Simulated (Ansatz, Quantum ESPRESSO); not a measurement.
# 1T-ZrS2, 1 layer against a metal electrode: the electrode's level over the Fermi level at a withheld member of a series

How the rows were computed: Quantum ESPRESSO 7.5, PBE, GBRV ultrasoft. The slab is relaxed neutral under PBE-D3(BJ), then held. ESM with bc3: vacuum below and a metal electrode about 6 Å above the top atoms. Fermi-Dirac smearing of 0.004 Ry and a dense mesh. Charges are set per cell from the starting area. The series steps the charge of the slab (positive: electrons removed).

```tsv
charge of the slab	electrode's level over the Fermi level (eV)
1 ×10¹³ e/cm²	7.363
2 ×10¹³ e/cm²	8.381
3 ×10¹³ e/cm²	9.384
4.5 ×10¹³ e/cm²	10.881
6 ×10¹³ e/cm²	12.369
7 ×10¹³ e/cm²	13.357
```

To predict: What is the electrode's level over the Fermi level at 8 ×10¹³ e/cm²?

By hand: The rows at 6 ×10¹³ e/cm² and 7 ×10¹³ e/cm² give a slope of (13.357 − (12.369))/(7 − (6)) = 0.988, so a straight line gives 14.345 eV. A parabola through these and the row at 4.5 ×10¹³ e/cm² gives 14.342 eV.

**The withheld run.** 14.344 eV. The line misses by +0.001 and the parabola by −0.002 eV. Both misses are under 5 % of the step from the nearer row.

Caveats: Vacuum fills the gap; ions don't answer the charge; added electrons can spill towards the electrode at the most negative charges. Charges count on the starting cell, which the relaxation changed by some per cent. Members without a usable value, or on the other side of zero field or charge, are not listed.

[Logs are printed without paths, hosts, clocks, repeated set-up lines and the standing remarks that a program may print on its own settings, such as how far it seeks lower states.]
